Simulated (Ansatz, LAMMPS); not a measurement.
# Structural relaxation of amorphous 93SiO2-7B2O3 (mol %) (88 atoms), part 3 of 4

How does amorphous 93SiO2-7B2O3 (mol %) (88 atoms) relax, and what do bonds, charges and levels look like afterwards?

Ansatz 0.2.0; Kohn-Sham DFT, PBE, PAW (set soft_2), plane waves.

The cell: 26 Si, 4 B and 58 O. The quench rate of 100 K/ps is many orders above laboratory rates. The starting topology of bonds comes from the classical model. Only the Γ point is sampled in the main run, in a cell whose shortest periodic width is 11 Å.

So far. Step 4 (Cell and atoms relaxed): The relaxation changed the energy by -38.4 meV/atom, and atoms moved by 0.31 Å r.m.s., 1.0 Å at most.

## 6. Single point at the relaxed geometry

The electronic structure is read at the final geometry, in a run of its own.

input.yaml

```yaml
crystal:
  lattice:
    - [11.11789, -0.15122, -0.29577]
    - [-0.15122, 10.94503, 0.01089]
    - [-0.29577, 0.01089, 10.68299]
  atoms:
    - { symbol: Si, position: [0.1953, 0.66847, 0.65953] }
    - { symbol: Si, position: [0.55742, 0.33793, 0.08329] }
    - { symbol: Si, position: [0.41466, 0.46292, 0.27837] }
    - { symbol: Si, position: [0.15814, 0.41186, 0.15038] }
    - { symbol: Si, position: [0.98797, 0.60781, 0.02758] }
    - { symbol: Si, position: [0.30755, 0.27782, 0.94546] }
    - { symbol: Si, position: [0.30717, 0.009, 0.05706] }
    - { symbol: Si, position: [0.20857, 0.05747, 0.32924] }
    - { symbol: Si, position: [0.58695, 0.08167, 0.4579] }
    - { symbol: Si, position: [0.59293, 0.43592, 0.70849] }
    - { symbol: Si, position: [0.84716, 0.17487, 0.49413] }
    - { symbol: Si, position: [0.16189, 0.80714, 0.89423] }
    - { symbol: Si, position: [0.84275, 0.17803, 0.7742] }
    - { symbol: Si, position: [0.48115, 0.69181, 0.08339] }
    - { symbol: Si, position: [0.37677, 0.25746, 0.45469] }
    - { symbol: Si, position: [0.32001, 0.41253, 0.69426] }
    - { symbol: Si, position: [0.51469, 0.96826, 0.68884] }
    - { symbol: Si, position: [0.93424, 0.7645, 0.59835] }
    - { symbol: Si, position: [0.32587, 0.85338, 0.4987] }
    - { symbol: Si, position: [0.51268, 0.71699, 0.35616] }
    - { symbol: Si, position: [0.63605, 0.7699, 0.85174] }
    - { symbol: Si, position: [0.67972, 0.64751, 0.5861] }
    - { symbol: Si, position: [0.78462, 0.40935, 0.925] }
    - { symbol: Si, position: [0.98828, 0.20195, 0.2703] }
    - { symbol: Si, position: [0.56322, 0.06438, 0.17215] }
    - { symbol: Si, position: [0.82681, 0.0066, 0.16252] }
    - { symbol: B, position: [0.84814, 0.80192, 0.02308] }
    - { symbol: B, position: [0.59679, 0.17641, 0.74373] }
    - { symbol: B, position: [0.89227, 0.93657, 0.41782] }
    - { symbol: B, position: [0.97129, 0.95113, 0.78126] }
    - { symbol: O, position: [0.88212, 0.91905, 0.05896] }
    - { symbol: O, position: [0.89366, 0.50795, 0.95832] }
    - { symbol: O, position: [0.5616, 0.21327, 0.1667] }
    - { symbol: O, position: [0.5596, 0.02335, 0.31895] }
    - { symbol: O, position: [0.51109, 0.45375, 0.16533] }
    - { symbol: O, position: [0.69292, 0.37065, 0.03692] }
    - { symbol: O, position: [0.38873, 0.91012, 0.62858] }
    - { symbol: O, position: [0.55744, 0.70311, 0.96043] }
    - { symbol: O, position: [0.27572, 0.31758, 0.80122] }
    - { symbol: O, position: [0.25732, 0.88249, 0.99006] }
    - { symbol: O, position: [0.63207, 0.6973, 0.71877] }
    - { symbol: O, position: [0.23877, 0.74586, 0.78552] }
    - { symbol: O, position: [0.31938, 0.33093, 0.56712] }
    - { symbol: O, position: [0.27082, 0.18816, 0.36994] }
    - { symbol: O, position: [0.68577, 0.01673, 0.11642] }
    - { symbol: O, position: [0.62605, 0.71554, 0.45953] }
    - { symbol: O, position: [0.77069, 0.78407, 0.91857] }
    - { symbol: O, position: [0.49323, 0.10518, 0.74548] }
    - { symbol: O, position: [0.05104, 0.68403, 0.63455] }
    - { symbol: O, position: [0.60601, 0.97946, 0.5704] }
    - { symbol: O, position: [0.86994, 0.23159, 0.63459] }
    - { symbol: O, position: [0.27053, 0.44672, 0.24796] }
    - { symbol: O, position: [0.2271, 0.52465, 0.67428] }
    - { symbol: O, position: [0.63718, 0.50334, 0.58158] }
    - { symbol: O, position: [0.25871, 0.72664, 0.53799] }
    - { symbol: O, position: [0.5696, 0.89488, 0.81076] }
    - { symbol: O, position: [0.94031, 0.82868, 0.46016] }
    - { symbol: O, position: [0.90855, 0.87131, 0.70036] }
    - { symbol: O, position: [0.35024, 0.64495, 0.08437] }
    - { symbol: O, position: [0.07693, 0.91729, 0.8409] }
    - { symbol: O, position: [0.07566, 0.53086, 0.12308] }
    - { symbol: O, position: [0.69185, 0.4719, 0.82153] }
    - { symbol: O, position: [0.91984, 0.25389, 0.39092] }
    - { symbol: O, position: [0.06567, 0.08404, 0.3189] }
    - { symbol: O, position: [0.83795, 0.94119, 0.29951] }
    - { symbol: O, position: [0.45205, 0.31361, 0.97219] }
    - { symbol: O, position: [0.89044, 0.14312, 0.16505] }
    - { symbol: O, position: [0.06853, 0.30943, 0.2108] }
    - { symbol: O, position: [0.8931, 0.03424, 0.49855] }
    - { symbol: O, position: [0.46923, 0.15234, 0.49849] }
    - { symbol: O, position: [0.44134, 0.58674, 0.35777] }
    - { symbol: O, position: [0.59419, 0.28981, 0.69144] }
    - { symbol: O, position: [0.28398, 0.13146, 0.97137] }
    - { symbol: O, position: [0.42245, 0.82262, 0.39497] }
    - { symbol: O, position: [0.8241, 0.66421, 0.59205] }
    - { symbol: O, position: [0.85432, 0.29038, 0.87473] }
    - { symbol: O, position: [0.21591, 0.3537, 0.02803] }
    - { symbol: O, position: [0.45287, 0.9987, 0.08828] }
    - { symbol: O, position: [0.70375, 0.17377, 0.45346] }
    - { symbol: O, position: [0.24636, 0.0185, 0.19121] }
    - { symbol: O, position: [0.93186, 0.06629, 0.80731] }
    - { symbol: O, position: [0.23363, 0.9511, 0.43344] }
    - { symbol: O, position: [0.89952, 0.70628, 0.08902] }
    - { symbol: O, position: [0.70385, 0.12488, 0.78197] }
    - { symbol: O, position: [0.45433, 0.4725, 0.73195] }
    - { symbol: O, position: [0.07559, 0.69468, 0.94371] }
    - { symbol: O, position: [0.55692, 0.73965, 0.21092] }
    - { symbol: O, position: [0.45291, 0.35095, 0.37064] }
kpoints:
  mp_grid: { grid: [1, 1, 1] }
hamiltonian:
  xc: pbe
scf:
  occupations: { method: fermi_dirac, width: 0.025 }
output:
  forces: true
  stress: true
  populations: true
  dos:
    method: { smearing: { sigma: 0.08 } }
    de: 0.05
    projected: { site_lists: { B: [B], O: [O], Si: [Si] } }
  eigenvalues: true
  write_density: true
  write_potential: true
  volumetric_format: npy
```

On the command line:

```bash
$ ansatz run input.yaml --threads 4 --pin off --max-ram 8192MiB --backend cpu --events-out ev --progress --plain --runs-dir out
```

Numbers of over 12 decimals in the logs are rounded to 6 here.

Log:

```text
[...]
Crystal: 88 atoms, lattice volume = 1298.764 Å³
Basis set: ecut = 420 eV, 25407 PW (Γ), exchange–correlation on 150×150×144 points (8 copies of the dense FFT grid, shifted against one another)
Bands: 320, of which v1, the nominal top of the filled ones, is band 232 counted from 1 (231 counted from 0)
Symmetry: 1 space group operations
[...]
k-points: 1
[...]
SCF iter   1: F=—  HF=-50155.677074 eV  |F-HF|=—  |Δ(HF+E_count)|=         —  Δρ=2.25e-3  dr2=8.33e-2  ethr=1.77e-3  ⟨swp⟩=7.0  Hψ=1602  notcnv=0  defer=59
[...]
SCF iter   8: F=-50155.673415 eV  HF=-50155.673415 eV  |F-HF|=1.07e-8  |Δ(HF+E_count)|=   2.87e-7  Δρ=1.86e-6  dr2=3.44e-8  ethr=2.16e-11  ⟨swp⟩=19.0  Hψ=2983  notcnv=0
SCF 1 converged in 8 iterations: F = -50155.673415 eV  dr2 = 3.44e-8
[...]
WARN: The input density's exchange-correlation potential varies sharply where the density is thin. Do not read a vacuum level from v_tot or v_xc, or from such a field of the output density. On a cell that repeats whose density bears no net charge and no dipole along the vacuum's axis use v_es (v_loc + v_h of the components); [...]
SCF converged after 8 iterations
Free energy (F): -50155.673415 eV
[...]
Internal energy: -50155.673415 eV  (E = F + TS)
E sigma→0 (E₀):  -50155.673415 eV
Fermi energy:    3.843634 eV
[...]
--- Forces (eV/Å), atoms counted from 1 ---
  atom   1  Si     0.00252458     0.00047799     0.00293765
  atom   2  Si     0.00002126    -0.00083454     0.00224325
  atom   3  Si    -0.00354053     0.00295185     0.00719610
  atom   4  Si    -0.01279348    -0.00633090     0.00130256
  atom   5  Si     0.00871040    -0.00579473     0.00561653
  atom   6  Si    -0.00160202     0.00127583     0.00035295
  atom   7  Si    -0.00553412    -0.00173362    -0.00425587
  atom   8  Si     0.00136208     0.00137834     0.00162731
  atom   9  Si     0.00053242     0.00643118     0.00593654
  atom  10  Si    -0.00491935    -0.00148351     0.00040284
  atom  11  Si     0.00420653    -0.00269863    -0.00670064
  atom  12  Si     0.00106710    -0.00004677    -0.00274021
  atom  13  Si     0.01022519    -0.00077406    -0.00003049
  atom  14  Si    -0.00811294    -0.00235263    -0.00338780
[...]
atom  87  O     -0.00054827     0.00349203     0.00526356
  atom  88  O      0.00355858     0.00124251    -0.00829919
  max |Σ_I F_I| component: 4.93e-5 eV/Å
--- Stress (GPa, compression-positive) ---
        0.028426      -0.017649      -0.025251
       -0.017646       0.000135       0.006457
       -0.025249       0.006456      -0.022604
  P = ⅓ Tr σ = 0.0020 GPa (0.020 kbar)
--- Band table (eV) ---
[...]
--- Löwdin populations: 88 sites ---
  site symbol       q [e]
     0     Si      2.1960
     1     Si      2.2182
     2     Si      2.2196
[...]
87      O      6.7888
  spilling = 0.013298 (of n_electrons = 464.000000)
```

The job ended after 9.7 s (4 threads of Intel Xeon Platinum 8375C at 2.90GHz (Ice Lake), shared host; peak memory 1.5 GiB; 36 s of CPU time).

The program notes that the exchange-correlation potential is rough where the density is thin.

Read from the output:

* free energy: -50155.6734 eV
* free energy per atom: -569.9508 eV/atom
* SCF cycles: 8
* pressure: 0.001985 GPa
* r.m.s. force component: 0.00417 eV/Å
* longest force: 0.01641 eV/Å
* Fermi energy: 3.844 eV
* gap (highest filled to lowest empty level): 4.477 eV
* spilling of the projection: 0.0133

Löwdin charges by element and coordination (they lack the spilled electrons, 0.070 e an atom on average):

```tsv
element	coordination	atoms	mean charge (e)	spread	least	most
B	all	4	0.662	0.0238	0.623	0.683
O	all	58	-0.741	0.0804	-0.798	-0.574
O	1	1	-0.776	0	-0.776	-0.776
O	2	57	-0.741	0.081	-0.798	-0.574
Si	all	26	1.79	0.0263	1.67	1.82
Si	3	1	1.67	0	1.67	1.67
Si	4	25	1.79	0.0122	1.76	1.82
```

States in the cell by windows of 1 eV, zero at the Fermi level; the larger projections on atomic orbitals stand beside the total:

```tsv
from (eV)	to (eV)	total	O p	Si p	Si s
-14	-13	0.0	0.0	0.0	0.0
-13	-12	0.1	0.1	0.0	0.0
-12	-11	17.9	11.9	0.6	4.3
-11	-10	15.8	10.9	1.1	2.4
-10	-9	19.9	14.3	2.2	1.8
-9	-8	43.4	33.0	7.9	0.4
-8	-7	18.8	14.6	3.0	0.1
-7	-6	25.3	19.8	2.4	0.1
-6	-5	58.8	52.0	3.3	0.1
-5	-4	76.5	71.2	2.3	0.1
-4	-3	62.8	60.6	0.7	0.1
-3	-2	8.7	8.2	0.3	0.0
-2	2	0.0	0.0	0.0	0.0
2	3	2.0	0.1	0.1	1.0
3	4	5.8	0.9	1.9	1.3
4	5	19.4	2.4	4.3	3.4
```

Between -23 and -14 eV lie 116 more states.

The levels nearest the highest filled one (over half full), pooled over k-points and spins:

```tsv
level less the highest filled one (eV)	occupation
-0.858	2
-0.77	2
-0.710	2
-0.616	2
-0.215	2
0	2
4.48	0
5.44	0
6.00	0
6.23	0
6.28	0
6.33	0
```

Electrostatic potential energy in the ac plane at fractional y = 0.188, with atoms of Si and B and O within 0.2 Å of it. With pseudopotentials it is smooth inside the atoms' cores, unlike the true potential.

Ten even steps from '_' (-43 eV) to '@' (9 eV), each cell a mean:
```
@@@@@@@@@@@@@@%%++==**%%@@@@@@@@@@@@@@@@@@@@@@@@@@@@@@@@@@@@@@
@@@@@@@@@@@@@@%%##**##%%@@@@@@@@@@@@@@@@@@@@@@@@@@@@@@@@@@@@@@
@@@@@@@@@@@@@@@@%%%%%%%%@@@@@@@@@@@@@@@@@@@@@@@@@@%%%%%%@@@@@@
@@@@@@@@@@@@@@@@@@@@@@@@@@@@@@@@@@@@%%%%@@@@@@%%##++==++##%%@@
@@@@@@@@@@@@@@@@@@@@@@@@@@@@@@@@%%##++++########==______==%%@@
@@@@@@@@@@@@@@@@@@@@@@@@@@@@@@@@##--____++######--______==%%@@
@@@@@@@@@@@@@@@@@@@@@@@@@@@@@@@@##--____++%%%%%%**::..--##%%@@
@@@@@@@@@@@@@@@@@@@@@@@@@@@@@@@@%%##++**%%@@@@@@%%##++++##@@@@
@@@@@@@@@@@@@@@@@@@@@@@@@@@@@@@@@@@@@@@@@@@@@@@@@@##--::**@@@@
@@@@@@@@@@@@@@@@@@@@@@@@@@@@@@@@@@@@@@@@@@@@@@@@%%##++++##@@@@
@@@@@@@@@@@@@@@@@@@@@@%%%%%%####@@@@@@@@@@@@@@%%##==::--**%%@@
@@@@@@@@@@@@@@@@@@%%######==..::##%%%%@@%%**++##==______--##@@
@@@@@@@@@@@@@@@@@@%%**==++==::--##%%%%%%++____::==______==%%@@
@@@@@@@@@@@@@@##++++**++++####%%%%%%%%%%++....==##==--==**%%@@
%%@@@@@@@@@@%%::____++####%%@@@@@@@@@@@@@@####%%%%%%%%######%%
++##%%@@@@@@%%::__..##@@@@@@@@@@@@@@@@@@@@@@@@@@@@@@@@%%##**++
__::##%%@@@@@@%%##%%@@@@@@@@@@@@@@@@@@@@@@@@@@@@@@@@@@%%**::__
__..**%%@@@@@@@@@@@@@@@@@@@@@@@@@@@@@@@@@@@@@@@@@@@@@@%%**..__
..++%%@@@@@@@@@@@@@@@@@@@@@@@@@@##++**%%@@@@@@@@@@@@@@##**--..
##%%@@@@@@@@@@@@@@@@@@@@@@@@@@%%--__..##@@@@@@@@@@@@##----**##
@@@@@@@@@@@@@@@@@@@@@@@@@@@@@@%%==..--%%@@@@@@@@@@@@%%++++%%@@
@@@@@@@@@@@@@@@@@@@@@@@@@@@@@@@@%%%%%%@@@@@@@@@@@@@@@@@@@@@@@@
@@@@@@@@@@@@@@@@@@@@@@@@@@@@@@@@@@@@@@@@@@@@@@@@@@@@@@@@@@@@@@
@@@@@@@@@@@@@@@@####%%%%@@@@@@@@@@@@@@@@@@@@@@@@@@@@@@@@@@@@@@
```
Columns run along a (11.1 Å; values clipped at the 3rd and 97th percentile), rows up along c (10.7 Å). Atoms in or near the plane, at fractional coordinates: Si at (0.85, 0.49), Si at (0.84, 0.77), Si at (0.99, 0.27), B at (0.60, 0.74), O at (0.27, 0.37), O at (0.70, 0.45).

Valence density in the ac plane at fractional y = 0.188, with atoms of Si and B and O within 0.2 Å of it. It is the smooth field of the valence electrons, not physical close to the nuclei.

Ten steps, logarithmic in the rise over the least value, from '0' (0.0 e/Å³) to '9' (6.1 e/Å³), each cell a mean:
```
0000013577642111000000000000000
0000012466532110000000001122100
0000001233321000000011112333210
0000000111110011111233433343321
0000000011000123333456654323321
0000000000001234454566654323321
0000000000001234455554444455421
0000000000000122344432223567531
0000000000000111222211113588641
0000000000011233211111123577631
0000000001123566421123333455421
0000000011235788642356765323321
1000001234335788533479986324442
2100013677544555322479975445653
3221125899743222111346643345664
3332235899632111001122211134554
3443223565321000111100000123443
2332111222100001233210000123442
3332100000000013676421001246654
3221000000000125899631001368864
1110000000000125788531001357753
0000000011100013555310000234431
0000001233321111222100000011110
0000012456532111110000000000000
```
Columns run along a (11.1 Å), rows up along c (10.7 Å). Atoms in or near the plane, at fractional coordinates: Si at (0.85, 0.49), Si at (0.84, 0.77), Si at (0.99, 0.27), B at (0.60, 0.74), O at (0.27, 0.37), O at (0.70, 0.45).

Mean Löwdin charges: B +0.66, O -0.74, Si +1.79 e (they miss 1.3 % of the electrons, so they add up to more than the cell's charge). The largest share in the top eV of filled states is O p (98 % of the projected weight), and in the lowest eV of empty states Si s (55 % of the projected weight).

Local excerpt of 13 atoms (numbers count through the whole input) about O81, whose charge lies farthest from its element's mean; x, y, z are measured from there.

```tsv
atom	x	y	z	distance (Å)	bonds	Löwdin charge (e)
O81	0.00	0.00	0.00	0.00	2	-0.57
B30	0.46	-1.27	-0.29	1.38	3	0.68
Si13	-1.00	1.24	-0.33	1.62	4	1.80
O60	1.63	-1.65	0.31	2.34	2	-0.58
O58	-0.20	-2.13	-1.14	2.42	2	-0.59
O84	-2.54	0.68	-0.20	2.63	2	-0.59
O51	-0.66	1.82	-1.83	2.66	2	-0.78
O76	-0.92	2.47	0.75	2.73	2	-0.78
O31	-0.61	-1.60	2.70	3.20	2	-0.58
O69	-0.33	-0.35	-3.29	3.32	2	-0.60
Si11	-0.87	1.20	-3.32	3.63	4	1.79
O47	-1.78	-3.06	1.23	3.75	2	-0.58
B27	-0.95	-2.88	2.33	3.82	3	0.68
```

The column of bonds counts only the pairs O-Si within 2.08 Å, O-B within 1.77 Å; other neighbours, such as metal atoms beside each other in a compound, aren't counted, and periodic images can show an atom twice.

## 7. K-mesh 2×2×2

A denser mesh tests the sampling of the Brillouin zone.

input.yaml, as its differences from that of step 6:

```diff
@@ -8,3 +8,3 @@
 kpoints:
-  mp_grid: { grid: [1, 1, 1] }
+  mp_grid: { grid: [2, 2, 2] }
 hamiltonian:
@@ -22,4 +22 @@
   eigenvalues: true
-  write_density: true
-  write_potential: true
-  volumetric_format: npy
```

Log:

```text
[...]
Crystal: 88 atoms, lattice volume = 1298.764 Å³
Basis set: ecut = 420 eV, 25407 PW (Γ), exchange–correlation on 150×150×144 points (8 copies of the dense FFT grid, shifted against one another)
Bands: 320, of which v1, the nominal top of the filled ones, is band 232 counted from 1 (231 counted from 0)
Symmetry: 1 space group operations
[...]
k-points: 8
[...]
SCF iter   1: F=—  HF=-50155.711800 eV  |F-HF|=—  |Δ(HF+E_count)|=         —  Δρ=2.26e-3  dr2=8.40e-2  ethr=1.77e-3  ⟨swp⟩=7.0  Hψ=12416  notcnv=0  defer=528
[...]
SCF iter   7: F=—  HF=-50155.707789 eV  |F-HF|=—  |Δ(HF+E_count)|=   2.48e-6  Δρ=8.20e-6  dr2=6.06e-7  ethr=9.81e-10  ⟨swp⟩=2.0  Hψ=3760  notcnv=0  defer=656
SCF iter   8: F=-50155.707789 eV  HF=-50155.707789 eV  |F-HF|=1.09e-8  |Δ(HF+E_count)|=   3.03e-7  Δρ=1.85e-6  dr2=3.43e-8  ethr=2.16e-11  ⟨swp⟩=15.2  Hψ=15952  notcnv=0
SCF 1 converged in 8 iterations: F = -50155.707789 eV  dr2 = 3.43e-8
[...]
SCF converged after 8 iterations
Free energy (F): -50155.707789 eV
[...]
Internal energy: -50155.707789 eV  (E = F + TS)
E sigma→0 (E₀):  -50155.707789 eV
Fermi energy:    3.868437 eV
[...]
Σ components = -50155.707789   (vs F -50155.707789, Δ=0.00e0)
--- Forces (eV/Å), atoms counted from 1 ---
  atom   1  Si     0.00298254     0.00011536     0.00325617
  atom   2  Si     0.00244749    -0.00079483     0.00144248
  atom   3  Si    -0.00644353     0.00392378     0.00796116
  atom   4  Si    -0.01561326    -0.00472147     0.00277508
[...]
atom  88  O      0.01021851     0.00000145    -0.00636006
  max |Σ_I F_I| component: 5.16e-5 eV/Å
--- Stress (GPa, compression-positive) ---
        0.032933      -0.017639      -0.023790
       -0.017636       0.005270       0.007012
       -0.023788       0.007011      -0.023618
  P = ⅓ Tr σ = 0.0049 GPa (0.049 kbar)
--- Band table (eV; the first three rows and the last of 8) ---
[...]
--- Löwdin populations: 88 sites ---
  site symbol       q [e]
     0     Si      2.1957
     1     Si      2.2185
     2     Si      2.2195
[...]
87      O      6.7890
  spilling = 0.013298 (of n_electrons = 464.000000)
```

It took 74 s on 4 threads; peak memory 6.4 GiB; 4.8 min of CPU time.

The program notes that it cut back its work space to fit the memory limit.

Geometry and reference: those of the single point at the relaxed geometry.

Forces differ from those of the single point at the relaxed geometry by 3.0 meV/Å r.m.s.; the energy by -0.39 meV/atom. It took 74 s and 8 cycles; the reference's time can't be set against it, since the two runs asked for unlike analyses.

(Continued in part 4 of 4.)

[Logs are printed without paths, hosts, clocks, repeated set-up lines and the standing remarks that a program may print on its own settings, such as how far it seeks lower states.]

[Hosts, paths, dates, database ids (printed as entryN), source tags and the programs' standing remarks are cut or masked in the printed files.]
